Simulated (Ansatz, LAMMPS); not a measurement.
# Elastic response of 42In2O3-58Na2O (mol %) with crystalline order left by the classical run (100 atoms)

Aim: relax 42In2O3-58Na2O (mol %) with crystalline order left by the classical run (100 atoms), then change its volume and shape to read moduli from the stress.

Calculated with Ansatz 0.2.0; Kohn-Sham DFT, LDA, PAW (set soft_2), plane waves.

## (1) The starting structure

The cell holds 100 atoms: 22 In, 30 Na and 48 O. Its edges and angles: a = 10.882 Å, b = 10.882 Å, c = 10.882 Å, α = 90.0°, β = 90.0°, γ = 90.0°. 100 atoms (22 Sc, 30 Na, 48 O) placed at random at 3.37 g/cm³, melted at 5000 K for 10 ps at fixed volume with the Morse and Coulomb pair potential with partial charges (Pedone, Malavasi, Menziani, Cormack and Segre, J. Phys. Chem. B 110, 11780 (2006)). Quenched from 5000 K to 300 K at 20 K/ps and fixed volume, held 10 ps at zero pressure, then minimised at fixed cell. Then Sc was replaced by In and the cell scaled by 1.021 (the potential has no terms for the new elements, so the cell is a start for a DFT relaxation).

What the set-up can't give: The quench rate of 20 K/ps far exceeds what a furnace or splat quench reaches, so expect more defects and frozen-in strain than in a real sample. The starting topology of bonds comes from the classical model, and needn't be the one that DFT or experiment would give. Sampling is at Γ alone.

## (2) Single point at the start

A single point comes first, to see the forces before anything moves.

The input, input.yaml:

```yaml
crystal:
  lattice:
    - [10.88246, 0.0, 0.0]
    - [0.0, 10.88246, 0.0]
    - [0.0, 0.0, 10.88246]
  atoms:
    - { symbol: In, position: [0.30132, 0.31981, 0.08557] }
    - { symbol: In, position: [0.67138, 0.47242, 0.596] }
    - { symbol: In, position: [0.90629, 0.76488, 0.31855] }
    - { symbol: In, position: [0.37738, 0.3916, 0.79274] }
    - { symbol: In, position: [0.84847, 0.04694, 0.2223] }
    - { symbol: In, position: [0.00197, 0.26226, 0.52619] }
    - { symbol: In, position: [0.35397, 0.04402, 0.20426] }
    - { symbol: In, position: [0.21919, 0.52318, 0.29515] }
    - { symbol: In, position: [0.10422, 0.03854, 0.06101] }
    - { symbol: In, position: [0.40185, 0.76711, 0.32155] }
    - { symbol: In, position: [0.54004, 0.28653, 0.26575] }
    - { symbol: In, position: [0.1232, 0.72457, 0.49854] }
    - { symbol: In, position: [0.66482, 0.80154, 0.15764] }
    - { symbol: In, position: [0.72364, 0.52181, 0.28735] }
    - { symbol: In, position: [0.89102, 0.40461, 0.76832] }
    - { symbol: In, position: [0.7989, 0.04893, 0.88903] }
    - { symbol: In, position: [0.38676, 0.71696, 0.62645] }
    - { symbol: In, position: [0.5874, 0.00314, 0.37793] }
    - { symbol: In, position: [0.03237, 0.2855, 0.23927] }
    - { symbol: In, position: [0.18811, 0.17975, 0.73704] }
    - { symbol: In, position: [0.48438, 0.55424, 0.12811] }
    - { symbol: In, position: [0.24755, 0.89776, 0.8266] }
    - { symbol: Na, position: [0.60443, 0.29699, 0.93362] }
    - { symbol: Na, position: [0.64937, 0.7535, 0.47069] }
    - { symbol: Na, position: [0.18325, 0.46195, 0.59894] }
    - { symbol: Na, position: [0.93369, 0.80427, 0.00564] }
    - { symbol: Na, position: [0.97676, 0.54914, 0.13003] }
    - { symbol: Na, position: [0.95278, 0.50135, 0.44543] }
    - { symbol: Na, position: [0.94146, 0.69235, 0.80126] }
    - { symbol: Na, position: [0.526, 0.97452, 0.68802] }
    - { symbol: Na, position: [0.65242, 0.78625, 0.79694] }
    - { symbol: Na, position: [0.16944, 0.79074, 0.14809] }
    - { symbol: Na, position: [0.13081, 0.60576, 0.78424] }
    - { symbol: Na, position: [0.85095, 0.99614, 0.5434] }
    - { symbol: Na, position: [0.03907, 0.2884, 0.93757] }
    - { symbol: Na, position: [0.02996, 0.93703, 0.67688] }
    - { symbol: Na, position: [0.09158, 0.00125, 0.38063] }
    - { symbol: Na, position: [0.35158, 0.68488, 0.94866] }
    - { symbol: Na, position: [0.75934, 0.56935, 0.97682] }
    - { symbol: Na, position: [0.54736, 0.59039, 0.81986] }
    - { symbol: Na, position: [0.84698, 0.71853, 0.61349] }
    - { symbol: Na, position: [0.27019, 0.22571, 0.43961] }
    - { symbol: Na, position: [0.68576, 0.203, 0.69913] }
    - { symbol: Na, position: [0.47737, 0.18251, 0.59252] }
    - { symbol: Na, position: [0.42311, 0.45877, 0.50287] }
    - { symbol: Na, position: [0.29485, 0.98794, 0.52724] }
    - { symbol: Na, position: [0.8136, 0.32814, 0.06757] }
    - { symbol: Na, position: [0.16358, 0.55466, 0.983] }
    - { symbol: Na, position: [0.49515, 0.89807, 0.97018] }
    - { symbol: Na, position: [0.75275, 0.23963, 0.42734] }
    - { symbol: Na, position: [0.60373, 0.07663, 0.07533] }
    - { symbol: Na, position: [0.41131, 0.1141, 0.91127] }
    - { symbol: O, position: [0.68099, 0.14521, 0.25647] }
    - { symbol: O, position: [0.32278, 0.56383, 0.73361] }
    - { symbol: O, position: [0.03057, 0.60302, 0.61232] }
    - { symbol: O, position: [0.31249, 0.30222, 0.63531] }
    - { symbol: O, position: [0.26679, 0.90706, 0.31244] }
    - { symbol: O, position: [0.82322, 0.24222, 0.86049] }
    - { symbol: O, position: [0.7657, 0.55227, 0.75055] }
    - { symbol: O, position: [0.97889, 0.84674, 0.4766] }
    - { symbol: O, position: [0.50973, 0.91454, 0.21046] }
    - { symbol: O, position: [0.29762, 0.64272, 0.44903] }
    - { symbol: O, position: [0.5524, 0.62332, 0.59974] }
    - { symbol: O, position: [0.96343, 0.49672, 0.9207] }
    - { symbol: O, position: [0.32878, 0.04952, 0.73574] }
    - { symbol: O, position: [0.44225, 0.13586, 0.36039] }
    - { symbol: O, position: [0.10964, 0.11108, 0.5708] }
    - { symbol: O, position: [0.42674, 0.8078, 0.79546] }
    - { symbol: O, position: [0.55812, 0.37157, 0.7266] }
    - { symbol: O, position: [0.3812, 0.4099, 0.25155] }
    - { symbol: O, position: [0.87892, 0.40625, 0.25655] }
    - { symbol: O, position: [0.19581, 0.16564, 0.18343] }
    - { symbol: O, position: [0.13842, 0.76438, 0.92065] }
    - { symbol: O, position: [0.94254, 0.16006, 0.3655] }
    - { symbol: O, position: [0.81557, 0.67873, 0.16672] }
    - { symbol: O, position: [0.32279, 0.65136, 0.17893] }
    - { symbol: O, position: [0.14428, 0.41822, 0.14318] }
    - { symbol: O, position: [0.75208, 0.89717, 0.31712] }
    [... 16 atom lines left out ...]
    - { symbol: O, position: [0.61844, 0.40292, 0.41396] }
    - { symbol: O, position: [0.56707, 0.66069, 0.27279] }
    - { symbol: O, position: [0.09498, 0.04642, 0.86661] }
    - { symbol: O, position: [0.44693, 0.19675, 0.10861] }
    - { symbol: O, position: [0.80042, 0.63084, 0.4244] }
    - { symbol: O, position: [0.62849, 0.42457, 0.14499] }
kpoints:
  mp_grid: { grid: [1, 1, 1] }
hamiltonian:
  xc: lda
scf:
  occupations: { method: gaussian, width: 0.05 }
output:
  forces: true
```

Run with:

```sh
ansatz run input.yaml --threads 4 --pin off --max-ram 8192MiB --backend cpu --events-out ev --progress --plain --runs-dir out
```

Numbers of over 12 decimals in the logs are rounded to 6 here.

The log of the run:

```text
Engine: ansatz 0.2.0, x86_64-unknown-linux-gnu
Pseudopotentials: kind: paw
Pseudopotential: In, paw, valence charge 13, recommended cutoff 420 eV (normal), In.paw.azcp
Pseudopotential: Na, paw, valence charge 9, recommended cutoff 420 eV (normal), Na.paw.azcp
Pseudopotential: O, paw, valence charge 6, recommended cutoff 420 eV (normal), O.paw.azcp
Functional definition: SPW92
  exchange = slater_x
  correlation = pw_c
Crystal: 100 atoms, lattice volume = 1288.787 Å³
Basis set: ecut = 420 eV, 25269 PW (Γ)
Bands: 522, of which v1, the nominal top of the filled ones, is band 422 counted from 1 (421 counted from 0)
Symmetry: 1 space group operations
Space group: P1 (ITA 1), of the structure as read, at distance tolerance 1.1e-4 Å
k-points: 1
Non-local potential: In, projectors of the file, l = 0: 2, l = 1: 2, l = 2: 2, l = 3: 2
Non-local potential: Na, projectors of the file, l = 0: 3, l = 1: 2, l = 2: 1
Non-local potential: O, projectors of the file, l = 0: 2, l = 1: 2, l = 2: 1
PAW form: soft (Blöchl's): semilocal exchange-correlation on the pseudo side does not see the compensation charge
PAW frozen core: In, regenerated for the run's functional, and the local potential with it (the file was generated under x = pbe(κ = 0.804, μ = 0.219515), c = pbe(β = 0.066725))
PAW frozen core: Na, regenerated for the run's functional, and the local potential with it (the file was generated under x = pbe(κ = 0.804, μ = 0.219515), c = pbe(β = 0.066725))
PAW frozen core: O, regenerated for the run's functional, and the local potential with it (the file was generated under x = pbe(κ = 0.804, μ = 0.219515), c = pbe(β = 0.066725))
PAW one-centre angular grid: In, 590 points (default); XC on 64 Gauss nodes
PAW one-centre angular grid: Na, 110 points (default); XC on 64 Gauss nodes
PAW one-centre angular grid: O, 110 points (default); XC on 64 Gauss nodes
Initial density: superposition of atomic densities (neutral atoms: chi_scale 0, normalization atom), corrected by the library's trained network
Initial wavefunctions: pseudopotential atomic-orbital guess
Functional: x = slater, c = lda
SCF iter   1: F=—  HF=-190736.439223 eV  |F-HF|=—  |Δ(HF+E_count)|=         —  Δρ=1.82e-2  dr2=3.71e0  ethr=1.77e-3  ⟨swp⟩=6.0  Hψ=2101  notcnv=0  defer=26
preconditioner: auto → Resta (q_TF=auto, 2.542 Å⁻¹)  ε∞=3.5  [insulator: Δε(μ)=0.707 eV  Ē_g=18.373 eV  σ=0.050 eV  W_gap=1.00  n_scr=364 (ndim 8)  ℏωp=29.0 eV  f_vac=0.057  D(μ)=0.00/eV (n_scr^D=0)  ε∞_Penn≈3.5]
SCF iter   2: F=—  HF=-190735.398156 eV  |F-HF|=—  |Δ(HF+E_count)|=    1.04e0  Δρ=5.63e-3  dr2=1.94e-1  ethr=4.40e-4  ⟨swp⟩=2.0  Hψ=888  notcnv=0  defer=92
SCF iter   3: F=—  HF=-190735.336682 eV  |F-HF|=—  |Δ(HF+E_count)|=   6.15e-2  Δρ=1.93e-3  dr2=4.28e-2  ethr=2.29e-5  ⟨swp⟩=2.0  Hψ=722  notcnv=0  defer=59
automatic band count: iteration 3 solves 489 bands in place of 522: the levels show a gap, and the empty bands left out lie too high to hold charge; the band table lists the bands solved (type scf.n_extra_bands for more)
SCF iter   4: F=—  HF=-190735.327901 eV  |F-HF|=—  |Δ(HF+E_count)|=   8.78e-3  Δρ=1.16e-3  dr2=1.54e-2  ethr=5.07e-6  ⟨swp⟩=2.0  Hψ=697  notcnv=0  defer=59
SCF iter   5: F=—  HF=-190735.323949 eV  |F-HF|=—  |Δ(HF+E_count)|=   3.95e-3  Δρ=4.14e-4  dr2=2.14e-3  ethr=1.82e-6  ⟨swp⟩=2.0  Hψ=706  notcnv=0  defer=59
SCF iter   6: F=—  HF=-190735.323475 eV  |F-HF|=—  |Δ(HF+E_count)|=   4.74e-4  Δρ=9.84e-5  dr2=1.59e-4  ethr=2.53e-7  ⟨swp⟩=2.0  Hψ=706  notcnv=0  defer=59
SCF iter   7: F=—  HF=-190735.323468 eV  |F-HF|=—  |Δ(HF+E_count)|=   7.08e-6  Δρ=6.72e-5  dr2=5.92e-5  ethr=1.89e-8  ⟨swp⟩=2.0  Hψ=731  notcnv=0  defer=59
SCF iter   8: F=—  HF=-190735.321122 eV  |F-HF|=—  |Δ(HF+E_count)|=   2.35e-3  Δρ=1.57e-5  dr2=3.34e-6  ethr=7.01e-9  ⟨swp⟩=2.0  Hψ=765  notcnv=0  defer=59
SCF iter   9: F=—  HF=-190735.321122 eV  |F-HF|=—  |Δ(HF+E_count)|=   1.13e-7  Δρ=9.27e-6  dr2=1.00e-6  ethr=3.95e-10  ⟨swp⟩=2.0  Hψ=724  notcnv=0  defer=59
SCF iter  10: F=—  HF=-190735.321122 eV  |F-HF|=—  |Δ(HF+E_count)|=   1.11e-7  Δρ=3.27e-6  dr2=1.28e-7  ethr=1.19e-10  ⟨swp⟩=2.0  Hψ=717  notcnv=0  defer=59
SCF iter  11: F=-190735.321122 eV  HF=-190735.321122 eV  |F-HF|=3.43e-8  |Δ(HF+E_count)|=   2.39e-8  Δρ=1.94e-6  dr2=4.51e-8  ethr=1.18e-11  ⟨swp⟩=3.0  Hψ=1337  notcnv=0
SCF 1 converged in 11 iterations: F = -190735.321122 eV  dr2 = 4.51e-8
  greatest PAW one-centre occupation: 1.000 electrons in one spin orbital (limit 2), on the Na atom at site 50 (counted from 0), in its partial waves of l = 1
SCF converged after 11 iterations
Free energy (F): -190735.321122 eV
Harris-Foulkes:  -190735.321122 eV  (|F-HF|=3.43e-8)
Internal energy: -190735.321122 eV  (E = F + TS)
E sigma→0 (E₀):  -190735.321122 eV
Fermi energy:    7.204142 eV
--- Per-component energies (eV) ---
  E_band       = -6120.042850
  E_kinetic    = 17400.748950
  E_local      = -73662.693742  (includes V_loc(G=0)·N_el)
  E_nonlocal   = 14129.514228
  E_hartree    = 27004.958021
  E_xc         = -9312.597296
  E_vxc        = -8184.841291  (∫ρ·V_xc dr)
  E_paw        = -102849.266663  (= ΣΔE_a)
  E_vpaw       = -9812.807184  (= ΣTr[D̂ρ^β])
  E_aug_tail   = 0.117946  (compensation charges beyond the density's cutoff)
  E_ewald      = -63461.241300
  E_core_change = 15.138733  (= ΣΔE_core)
  E_smearing   = -0.000000  (= −TS)
  E_closure    = -0.000000  (closes the sum)
  Σ components = -190735.321122   (vs F -190735.321122, Δ=0.00e0)
--- Forces (eV/Å), atoms counted from 1 ---
  atom   1  In     0.09418286    -0.29414272     0.18346606
  atom   2  In    -0.16791965     0.28712011    -0.11237076
  atom   3  In    -0.09843277    -0.10109802    -0.02707714
  atom   4  In    -0.27758882     0.20445387    -0.54185370
  atom   5  In    -0.06643585    -0.06768794    -0.55608897
  atom   6  In     0.26262852    -0.47864226     0.39245126
  atom   7  In    -0.33514090    -0.29729495     0.26470944
  atom   8  In     0.20608152     0.03842185    -0.01176861
  atom   9  In     0.03077985     0.20436213    -0.28952740
  atom  10  In    -0.14051206     0.45463032     0.06688705
  atom  11  In    -0.21672422    -0.13824762    -0.01123556
  atom  12  In    -0.09455878    -0.42125175     0.24055794
  atom  13  In    -0.08222652    -0.30630737     0.19083003
  atom  14  In     0.20305814     0.13495207     0.43054973
[...]
atom  99  O     -0.03494759     0.10448661     0.40982860
  atom 100  O      0.45025474    -0.34389874    -0.56803017
  max |Σ_I F_I| component: 1.57e-4 eV/Å
```

The job ended after 12 s (4 threads of Intel Xeon Platinum 8375C at 2.90GHz (Ice Lake), shared host; peak memory 1.9 GiB).

The r.m.s. force at the start is 0.33 eV/Å.

(Part 1 of 4 ends here.)

[Logs are printed without paths, hosts, clocks, repeated set-up lines and the standing remarks that a program may print on its own settings, such as how far it seeks lower states.]

[Hosts, paths, dates, database ids (printed as entryN), source tags and the programs' standing remarks are cut or masked in the printed files.]
